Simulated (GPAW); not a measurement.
## Quasiparticle gap of Al2O3 (Corundum) in GPAW

Wanted: ground state, empty states, screening and self-energy for Al2O3 (Corundum).

Main program and level: GPAW 26.7.0; PBE and many-body steps on it, plane waves.

**What was measured.**

- Gap 8.7 eV: optical band gap of host from absorption; optical absorption, quoted from earlier work; bulk crystal (high-purity reference sample) (quoted in “Multi-petahertz electron interference in Cr:Al2O3 solid-state material”, 2018, pmc:5906618).

### Step 1. Starting point

The structure is trigonal, space group R-3c (No. 167). Conventional cell: a = 4.760 Å, b = 4.760 Å, c = 12.996 Å, α = 90.00°, β = 90.00°, γ = 120.00°. Al has 6 O at 1.85 to 1.97 Å nearest. O has 4 Al at 1.85 to 1.97 Å nearest. Farther neighbours and most contacts between anions are not listed.

The cell and positions come from the Crystallography Open Database and are kept as given unless a step says otherwise.

### Step 2. Ground state

This step: GPAW 26.7.0; DFT, PBE, plane waves, PAW.

The ground-state density comes first.

run.py

```python
import json
import numpy as np
from gpaw.mpi import world
from ase import Atoms
from gpaw import GPAW, PW, FermiDirac

atoms = Atoms(['Al', 'Al', 'Al', 'Al', 'O', 'O', 'O', 'O', 'O', 'O'],
    cell=[[2.3802500000, 1.3742379782, 4.3318666667],
      [-2.3802500000, 1.3742379782, 4.3318666667],
      [0.0000000000, -2.7484759565, 4.3318666667]],
    scaled_positions=[[0.3521600000, 0.3521600000, 0.3521600000],
      [0.1478400000, 0.1478400000, 0.1478400000],
      [0.6478400000, 0.6478400000, 0.6478400000],
      [0.8521600000, 0.8521600000, 0.8521600000],
      [0.5566800000, 0.9433200000, 0.2500000000],
      [0.2500000000, 0.5566800000, 0.9433200000],
      [0.9433200000, 0.2500000000, 0.5566800000],
      [0.4433200000, 0.0566800000, 0.7500000000],
      [0.7500000000, 0.4433200000, 0.0566800000],
      [0.0566800000, 0.7500000000, 0.4433200000]],
    pbc=(True, True, True))
calc = GPAW(mode=PW(600),
    xc='PBE',
    kpts={'size': (6, 6, 6), 'gamma': True},
    occupations=FermiDirac(0.001),
    nbands=-11,
    convergence={'density': 1e-6, 'bands': -3},
    maxiter=100,
    txt='gs.txt')
atoms.calc = calc
res = {'energy': atoms.get_potential_energy()}
kpts = calc.get_ibz_k_points()
res['kpts'] = kpts
res['eigenvalues'] = [calc.get_eigenvalues(kpt=k) for k in range(len(kpts))]
res['n_electrons'] = calc.get_number_of_electrons()
calc.write('gs.gpw')

if world.rank == 0:
    with open('result.json', 'w') as f:
        json.dump(res, f, default=lambda x: x.tolist())
```

Run with:

```
$ mpirun -n 4 gpaw python run.py
```

Numbers of over 12 decimals in the logs are rounded to 6 here.

The log of the run:

```text
__  _  _
 | _ |_)|_||  |
 |__||  | ||/\| - 26.7.0

Input parameters:
  mode=PW(ecut=600.0),
  convergence={'density': 1e-06, 'bands': -3},
  kpts=MonkhorstPack(size=(6, 6, 6), gamma=True),
  maxiter=100,
  nbands=-11,
  occupations=Occupations(name='fermi-dirac', width=0.001, fixmagmom=False),
  xc=XC(name='PBE')
  [... matrices ...]
Diagonalizing LCAO Hamiltonian
Converting LCAO to pw mode

            Al

           OAl
                O
         O     O
        O
            AO

            Al

Atoms  # Å, Bohr magnetons
|   | symbol |         x |         y |         z |    initial magnetic moments |
| 0 |     Al | -0.000000 | -0.000000 |  4.576530 | ( 0.0000,  0.0000,  0.0000) |
| 1 |     Al | -0.000000 | -0.000000 |  1.921270 | ( 0.0000,  0.0000,  0.0000) |
| 2 |     Al | -0.000000 | -0.000000 |  8.419070 | ( 0.0000,  0.0000,  0.0000) |
| 3 |     Al |  0.000000 | -0.000000 | 11.074330 | ( 0.0000,  0.0000,  0.0000) |
| 4 |      O | -0.920300 |  1.374238 |  7.580767 | ( 0.0000,  0.0000,  0.0000) |
| 5 |      O | -0.729975 | -1.484122 |  7.580767 | ( 0.0000,  0.0000,  0.0000) |
| 6 |      O |  1.650275 |  0.109884 |  7.580767 | ( 0.0000,  0.0000,  0.0000) |
| 7 |      O |  0.920300 | -1.374238 |  5.414833 | ( 0.0000,  0.0000,  0.0000) |
| 8 |      O |  0.729975 |  1.484122 |  5.414833 | ( 0.0000,  0.0000,  0.0000) |
| 9 |      O | -1.650275 | -0.109884 |  5.414833 | ( 0.0000,  0.0000,  0.0000) |

Unit cell  # Å
| periodic |         x |         y |        z |  lengths |    angles |
|      yes |  2.380250 |  1.374238 | 4.331867 | 5.130223 | 55.286671 |
|      yes | -2.380250 |  1.374238 | 4.331867 | 5.130223 | 55.286671 |
|      yes |  0.000000 | -2.748476 | 4.331867 | 5.130223 | 55.286671 |

Number of symmetries: 6
Symmetry operations  # r_c * U_cc + t_c -> r_c
|   | kind |            matrix            |
| 0 |  E   |  1, 0, 0,  0, 1, 0,  0, 0, 1 |
| 1 |  C3  |  0, 1, 0,  0, 0, 1,  1, 0, 0 |
| 2 |  C3  |  0, 0, 1,  1, 0, 0,  0, 1, 0 |
| 3 |  S6  |  0, 0,-1, -1, 0, 0,  0,-1, 0 |
| 4 |  S6  |  0,-1, 0,  0, 0,-1, -1, 0, 0 |
| 5 |  i   | -1, 0, 0,  0,-1, 0,  0, 0,-1 |

BZ-sampling:
  Number of BZ points: 216
  Number of IBZ points: 40

  Monkhorst-Pack size: [6, 6, 6]
  Monkhorst-Pack shift: [0.083333, 0.083333, 0.083333]

K-points  # in reciprocal-cell coordinates
|     |                                coordinates |     weight |
|   0 | (  0.00000000,   0.00000000,   0.00000000) | 0.00462963 |
|   1 | (  0.16666667,   0.00000000,  -0.16666667) | 0.02777778 |
|   2 | (  0.16666667,   0.00000000,   0.00000000) | 0.02777778 |
|   3 | (  0.16666667,   0.16666667,  -0.16666667) | 0.02777778 |
|   4 | (  0.16666667,   0.16666667,   0.00000000) | 0.02777778 |
|   5 | (  0.16666667,   0.16666667,   0.16666667) | 0.00925926 |
|   6 | (  0.33333333,  -0.16666667,  -0.33333333) | 0.02777778 |
|   7 | (  0.33333333,  -0.16666667,  -0.16666667) | 0.02777778 |
|   8 | (  0.33333333,  -0.16666667,   0.00000000) | 0.02777778 |
|   9 | (  0.33333333,  -0.16666667,   0.16666667) | 0.02777778 |
| ... |                                            |            |
|  39 | (  0.50000000,   0.50000000,   0.50000000) | 0.00462963 |

Plane wave coefficients: 2873
Cutoff: 600.0 eV

Spin-components: 1 (collinear spins)
Bands:           35
Projectors:      50
Spin-degeneracy: 2
Datatype:        complex128

  Storage: CPU
  Wave functions: 64_086_400 bytes (16_021_600 per core)
  Projectors: 53_100_160 bytes (13_275_040 per core)
  [... matrices ...]
Parallelization:
  kpt:    4
  domain: 1
  band:   1

Density:
  Valence electrons: 48.0
  Components: 1
  Grid points: [30 30 30]
  Charge: 0.0  # |e|

Potential:
  Grid points: [30 30 30]

species:
  Al:
    name:    Aluminium
    Z:       13.0
    valence: 3
    core:    10
    charge:  0.0  # [|e|]
    compensation charges:
      type: gauss
      rc: 0.34  # [Å]
      lmax: 2
    cutoffs:
      filter: 1.91  # [Å]
      core: 2.36  # [Å]
    projectors
    | kind |    occ | energy [eV] | rcut [Å] |
    |   3s |  2.000 |      -7.753 |    1.085 |
    |   3p |  1.000 |      -2.712 |    1.085 |
    |    s |        |      19.459 |    1.085 |
    |    p |        |      24.499 |    1.085 |
    |    d |        |       0.000 |    1.085 |

    Using partial waves for Al as LCAO basis

  O:
    name:    Oxygen
    Z:       8.0
    valence: 6
    core:    2
    charge:  0.0  # [|e|]
    compensation charges:
      type: gauss
      rc: 0.21  # [Å]
      lmax: 2
    cutoffs:
      filter: 1.17  # [Å]
      core: 0.83  # [Å]
    projectors
    | kind |    occ | energy [eV] | rcut [Å] |
    |   2s |  2.000 |     -23.961 |    0.688 |
    |   2p |  4.000 |      -9.029 |    0.598 |
    |    s |        |       3.251 |    0.688 |
    |    p |        |      18.182 |    0.598 |
    |    d |        |       0.000 |    0.619 |

    Using partial waves for O as LCAO basis

Reference energy: -38658.806866  # eV

eigensolver:
  PPCG
  Converge bands: -3
  niter=2

density mixing:
  MSR1-Mixer
  Pratt-step length: 0.05
  Maximum mixing coefficient: 0.75
  Old densities: 10
  SVD Regularization: 0.005
  Good broyden scale: 1.0
  Trust region scale: 1.0
  Backstep threshold: 4.0
  History deletion threshold: 6.0
  Fourier metric: weight=20.0, sigma=0.015

occupation numbers:
  Fermi-Dirac:
    width: 0.0010  # eV

poisson solver:
  ecut: 4800.0  # eV

xc functional:
  name: PBE with 2 nearest neighbor stencil

Initialization done in: 3.420 s

convergence criteria:
- Maximum integral of absolute [dens]ity change: 1e-06 electrons / valence electron
- Maximum [total energy] change in last 3 cyles: 0.0005 eV / valence electron
- Maximum integral of absolute [eigenst]ate change: 4e-08 eV^2 / valence electron
maximum number of iterations: 100

SCF iterations
|iter     |     time |      energy | eigst |  dens |
|iter:   1|  |  -81.845372 | +0.50 |       |
|iter:   2|  |  -80.106118 | -0.39 | -0.72 |
|iter:   3|  |  -75.000695 | -0.42 | -0.77 |
|iter:   4|  |  -75.103139 | -1.59 | -1.36 |
|iter:   5|  |  -75.151180 | -2.04 | -1.65 |
|iter:   6|  |  -75.151478 | -2.32 | -2.88 |
|iter:   7|  |  -75.151524c| -2.47 | -3.30 |
|iter:   8|  |  -75.151524c| -2.80 | -4.45 |
|iter:   9|  |  -75.151524c| -3.21 | -5.00 |
|iter:  10|  |  -75.151524c| -3.36 | -5.76 |
|iter:  11|  |  -75.151524c| -3.77 | -6.40c|
|iter:  12|  |  -75.151524c| -3.95 | -7.12c|
|iter:  13|  |  -75.151524c| -4.22 | -7.72c|
|iter:  14|  |  -75.151524c| -4.56 | -8.20c|
|iter:  15|  |  -75.151524c| -4.77 | -8.93c|
|iter:  16|  |  -75.151524c| -5.05 | -9.45c|
|iter:  17|  |  -75.151524c| -5.55 |-10.03c|
|iter:  18|  |  -75.151524c| -5.88 |-10.52c|
|iter:  19|  |  -75.151524c| -6.29 |-11.54c|
|iter:  20|  |  -75.151524c| -6.70 |-12.47c|
|iter:  21|  |  -75.151524c| -7.04 |-12.86c|
|iter:  22|  |  -75.151524c| -7.23 |-13.31c|
|iter:  23|  |  -75.151524c| -7.49c|-13.71c|

Converged in 23 steps
SCF loop duration: 53.226 s (2.314 s/step)
Energy contributions relative to reference atoms: (reference = -38658.806866)
  [... matrices ...]
Energy contributions:
  Kinetic:          85.962304
  Coulomb:         -74.912134
  Zero:              0.867017
  External:          0.000000
  Xc:              -87.068710
  Entropy:          -0.000000
  Spinorbit:         0.000000
  ----------------------------
  Free energy:     -75.151524
  Extrapolated:    -75.151524

dipole moment: (-0.000000, -0.000000, -0.000004)  # |e|*Ang

Fermi level: 7.652
Eigenvalues  # (at kpt = [0.000, 0.000, 0.000])
| band index |      eig [eV] | occ [0-2] |
|          0 |       -12.981 |     2.000 |
|        ... |               |           |
|         16 |         4.829 |     2.000 |
|         17 |         4.957 |     2.000 |
|         18 |         4.957 |     2.000 |
|         19 |         5.752 |     2.000 |
|         20 |         5.753 |     2.000 |
|         21 |         6.218 |     2.000 |
|         22 |         6.218 |     2.000 |
|         23 |         6.261 |     2.000 |
|         24 |        12.487 |     0.000 |
[...]
|         28 |        17.795 |     0.000 |
|         29 |        17.979 |     0.000 |
|         30 |        18.639 |     0.000 |
|         31 |        18.639 |     0.000 |
|        ... |               |           |
|         34 |        21.209 |     0.000 |

Gap: 6.226 eV
Transition (v -> c):
  (s=0, k=0, n=23, [0.00, 0.00, 0.00]) -> (s=0, k=0, n=24, [0.00, 0.00, 0.00])
No difference between direct/indirect transitions
# Writing to gs.gpw (mode='')
  [... matrices ...]
```

It took 59 s on 4 MPI ranks of Arm Neoverse V1, shared host; peak memory 0.91 GiB; 3.9 min of CPU time.

Numbers from this step:

```yaml
total_energy: -75.1515 eV
gap: 6.226 eV
k_of_the_valence_top: 0, 0, 0
k_of_the_conduction_bottom: 0, 0, 0
least_direct_gap: 6.226 eV
```

The gap is direct, at Γ.

### Step 3. Bands along the symmetry lines

The cheap functional maps the bands first; the places of the edges decide which points the dearer methods must see.

run.py

```python
import json
import numpy as np
from gpaw.mpi import world
from gpaw import GPAW

path = [[0.000000, 0.000000, 0.000000],
    [0.062500, 0.062500, 0.062500],
    [0.125000, 0.125000, 0.125000],
    [0.187500, 0.187500, 0.187500],
    [0.250000, 0.250000, 0.250000],
    [0.312500, 0.312500, 0.312500],
    [0.375000, 0.375000, 0.375000],
    [0.437500, 0.437500, 0.437500],
    [0.500000, 0.500000, 0.500000],
    [0.533280, 0.466720, 0.500000],
    [0.566560, 0.433440, 0.500000],
    [0.599840, 0.400160, 0.500000],
    [0.633120, 0.366880, 0.500000],
    [0.666400, 0.333600, 0.500000],
    [0.699680, 0.300320, 0.500000],
    [0.732960, 0.267040, 0.500000],
    [0.766240, 0.233760, 0.500000],
    [0.500000, -0.233760, 0.233760],
    [0.500000, -0.204540, 0.204540],
    [0.500000, -0.175320, 0.175320],
    [0.500000, -0.146100, 0.146100],
    [0.500000, -0.116880, 0.116880],
    [0.500000, -0.087660, 0.087660],
    [0.500000, -0.058440, 0.058440],
    [0.500000, -0.029220, 0.029220],
    [0.500000, 0.000000, 0.000000],
    [0.437500, 0.000000, 0.000000],
    [0.375000, 0.000000, 0.000000],
    [0.312500, 0.000000, 0.000000],
    [0.250000, 0.000000, 0.000000],
    [0.187500, 0.000000, 0.000000],
    [0.125000, 0.000000, 0.000000],
    [0.062500, 0.000000, 0.000000],
    [0.000000, 0.000000, 0.000000],
    [0.045860, -0.045860, 0.000000],
    [0.091720, -0.091720, 0.000000],
    [0.137580, -0.137580, 0.000000],
    [0.183440, -0.183440, 0.000000],
    [0.229300, -0.229300, 0.000000],
    [0.275160, -0.275160, 0.000000],
    [0.321020, -0.321020, 0.000000],
    [0.366880, -0.366880, -0.000000],
    [0.633120, 0.000000, 0.366880],
    [0.616480, 0.000000, 0.383520],
    [0.599840, 0.000000, 0.400160],
    [0.583200, 0.000000, 0.416800],
    [0.566560, 0.000000, 0.433440],
    [0.549920, 0.000000, 0.450080],
    [0.533280, 0.000000, 0.466720],
    [0.516640, 0.000000, 0.483360],
    [0.500000, 0.000000, 0.500000],
    [0.437500, 0.000000, 0.437500],
    [0.375000, 0.000000, 0.375000],
    [0.312500, 0.000000, 0.312500],
    [0.250000, 0.000000, 0.250000],
    [0.187500, 0.000000, 0.187500],
    [0.125000, 0.000000, 0.125000],
    [0.062500, 0.000000, 0.062500],
    [0.000000, 0.000000, 0.000000]]
calc = GPAW('gs.gpw').fixed_density(kpts=path,
    symmetry='off',
    nbands=34,
    convergence={'bands': 30},
    txt='bands.txt')
res = {}
kpts = calc.get_ibz_k_points()
res['kpts'] = kpts
res['eigenvalues'] = [calc.get_eigenvalues(kpt=k) for k in range(len(kpts))]
res['n_electrons'] = calc.get_number_of_electrons()

if world.rank == 0:
    with open('result.json', 'w') as f:
        json.dump(res, f, default=lambda x: x.tolist())
```

Run with:

```
$ mpirun -n 4 gpaw python run.py
```

The log of the run:

```text
Diagonalizing LCAO Hamiltonian
Converting LCAO to pw mode
convergence criteria:
- Maximum integral of absolute [eigenst]ate change: 4e-08 eV^2 / valence electron
maximum number of iterations: 100

SCF iterations
|iter     |     time |      energy | eigst |  dens |
|iter:   1|  |             | +0.45 |       |
|iter:   2|  |             | -0.75 |       |
|iter:   3|  |             | -1.49 |       |
[...]
|iter:  19|  |             | -7.20 |       |
|iter:  20|  |             | -7.34 |       |
|iter:  21|  |             | -7.51c|       |
SCF steps: 21
  __  _  _
 | _ |_)|_||  |
 |__||  | ||/\| - 26.7.0

Input parameters:
  mode=PW(ecut=600.0),
  convergence={'bands': 30},
  gpts=array([30, 30, 30]),
  kpts=KPoints(kpts=array([[ 0.     ,  0.     ,  0.     ],
         [ 0.0625 ,  0.0625 ,  0.0625 ],
         [ 0.125  ,  0.125  ,  0.125  ],
         [ 0.1875 ,  0.1875 ,  0.1875 ],
[...]
[ 0.53328,  0.46672,  0.5    ],
         [ 0.56656,  0.43344,  0.5    ],
         [ 0.59984,  0.40016,  0.5    ],
[...]
[ 0.5    , -0.23376,  0.23376],
         [ 0.5    , -0.20454,  0.20454],
         [ 0.5    , -0.17532,  0.17532],
[...]
[ 0.5    , -0.11688,  0.11688],
         [ 0.5    , -0.08766,  0.08766],
         [ 0.5    , -0.05844,  0.05844],
         [ 0.5    , -0.02922,  0.02922],
[...]
[ 0.32102, -0.32102,  0.     ],
         [ 0.36688, -0.36688, -0.     ],
         [ 0.63312,  0.     ,  0.36688],
         [ 0.61648,  0.     ,  0.38352],
         [ 0.59984,  0.     ,  0.40016],
[...]
[ 0.56656,  0.     ,  0.43344],
         [ 0.54992,  0.     ,  0.45008],
         [ 0.53328,  0.     ,  0.46672],
         [ 0.51664,  0.     ,  0.48336],
[...]
[ 0.125  ,  0.     ,  0.125  ],
         [ 0.0625 ,  0.     ,  0.0625 ],
         [ 0.     ,  0.     ,  0.     ]])),
  maxiter=100,
  nbands=34,
  occupations=Occupations(name='fermi-dirac', width=0.001, fixmagmom=False),
  parallel={},
  symmetry=Symmetry(point_group=False, time_reversal=False),
  xc=XC(name='PBE')
```

Run time: 62 s. Hardware: 4 MPI ranks; peak memory 1 GiB; 4.1 min of CPU time.

Numbers from this step:

| Quantity | Value |
| --- | --- |
| gap | 6.226 eV |
| k of the valence top | 0, 0, 0 |
| k of the conduction bottom | 0, 0, 0 |
| least direct gap | 6.226 eV |

The gap is 6.226 eV, as in the run before at this level.

Electronic bands along the path, in eV, zero at the top of the highest filled band:

```csv
point,band 21,band 22,band 23,band 24,band 25,band 26,band 27,band 28
Γ,-0.51,-0.04,-0.04,0.00,6.23,9.15,10.76,11.53
halfway,-0.52,-0.52,-0.12,-0.12,7.21,9.20,10.60,11.67
T,-0.39,-0.39,-0.39,-0.39,8.68,8.68,11.10,11.10
halfway,-0.86,-0.86,-0.54,-0.54,9.38,9.38,10.81,10.81
H2,-0.85,-0.85,-0.51,-0.51,9.71,9.71,10.13,10.13
jump to H0,-0.85,-0.85,-0.51,-0.51,9.71,9.71,10.13,10.13
halfway,-0.85,-0.85,-0.32,-0.32,9.38,9.38,9.86,9.86
L,-0.92,-0.92,-0.28,-0.28,9.48,9.48,9.65,9.65
halfway,-0.77,-0.46,-0.16,-0.12,7.48,10.06,10.15,10.80
Γ,-0.51,-0.04,-0.04,0.00,6.23,9.15,10.76,11.53
halfway,-0.85,-0.54,-0.17,-0.09,7.90,9.78,10.33,10.48
S0,-0.89,-0.85,-0.57,-0.29,9.51,9.55,9.76,10.21
jump to S2,-0.89,-0.85,-0.57,-0.29,9.51,9.55,9.76,10.21
halfway,-0.96,-0.85,-0.74,-0.27,9.61,9.80,9.80,10.24
F,-1.03,-0.92,-0.74,-0.26,9.63,9.74,9.94,10.41
halfway,-0.97,-0.60,-0.26,-0.17,7.74,10.13,10.17,10.76
Γ,-0.51,-0.04,-0.04,0.00,6.23,9.15,10.76,11.53
```

### Step 4. Empty states on the mesh, 4×4×4 mesh, 203 bands

The sums over transitions need many empty states on a uniform mesh; this step solves for them.

run.py

```python
import json
import numpy as np
from gpaw.mpi import world
from gpaw import GPAW

calc = GPAW('gs.gpw').fixed_density(kpts={'size': (4, 4, 4), 'gamma': True},
    parallel={'domain': 1, 'band': 1},
    txt='nscf.txt')
calc.diagonalize_full_hamiltonian(nbands=203)
calc.write('full.gpw', mode='all')
res = {}
kpts = calc.get_ibz_k_points()
res['kpts'] = kpts
res['eigenvalues'] = [calc.get_eigenvalues(kpt=k) for k in range(len(kpts))]
res['n_electrons'] = calc.get_number_of_electrons()

if world.rank == 0:
    with open('result.json', 'w') as f:
        json.dump(res, f, default=lambda x: x.tolist())
```

Run with:

```
$ mpirun -n 4 gpaw python run.py
```

The log of the run:

```text
Diagonalizing LCAO Hamiltonian
Converting LCAO to pw mode
convergence criteria:
- Maximum integral of absolute [eigenst]ate change: 4e-08 eV^2 / valence electron
maximum number of iterations: 100

SCF iterations
|iter     |     time |      energy | eigst |  dens |
|iter:   1|  |             | +0.60 |       |
|iter:   2|  |             | -0.49 |       |
|iter:   3|  |             | -1.00 |       |
[...]
|iter:  29|  |             | -7.15 |       |
|iter:  30|  |             | -7.39 |       |
|iter:  31|  |             | -7.63c|       |
SCF steps: 31
  __  _  _
 | _ |_)|_||  |
 |__||  | ||/\| - 26.7.0

Input parameters:
  mode=PW(ecut=600.0),
  convergence={'density': 1e-06, 'bands': -3},
  gpts=array([30, 30, 30]),
  kpts=MonkhorstPack(size=(4, 4, 4), gamma=True),
  maxiter=100,
  nbands=35,
  occupations=Occupations(name='fermi-dirac', width=0.001, fixmagmom=False),
  parallel={'domain': 1, 'band': 1},
  xc=XC(name='PBE')
Matrix size: 2861x2861
# Writing to full.gpw (mode='all')
  [... matrices ...]

timing:  # [seconds]
  Total: 91.833  # ━━━━━━━━━━━━━━━━━━━━━━━━━━━━━━━━━━━━━━━━━━━━━━━━━━━━━━━━━━
```

It took 2 min on 4 MPI ranks; peak memory 3.6 GiB.

This step gave:

```
gap                                                           : 6.226 eV
k of the valence top                                          : 0, 0, 0
k of the conduction bottom                                    : 0, 0, 0
least direct gap                                              : 6.226 eV
k points computed                                             : 14
lowest point of the top converged band, above the valence top : 85.4267 eV
```

On this mesh the gap is 6.226 eV.

(Continued in part 2 of 2.)

[Paths, hosts, dates, memory and timing lines, banners, echoed tables and standing remarks are left out of the program output.]

[Logs are printed without paths, hosts, clocks, repeated set-up lines and the standing remarks that a program may print on its own settings, such as how far it seeks lower states.]

[Runs of the session that timed out or met a known fault of the program may be left out.]

[Hosts, paths, dates, database ids (printed as entryN), source tags and the programs' standing remarks are cut or masked in the printed files.]
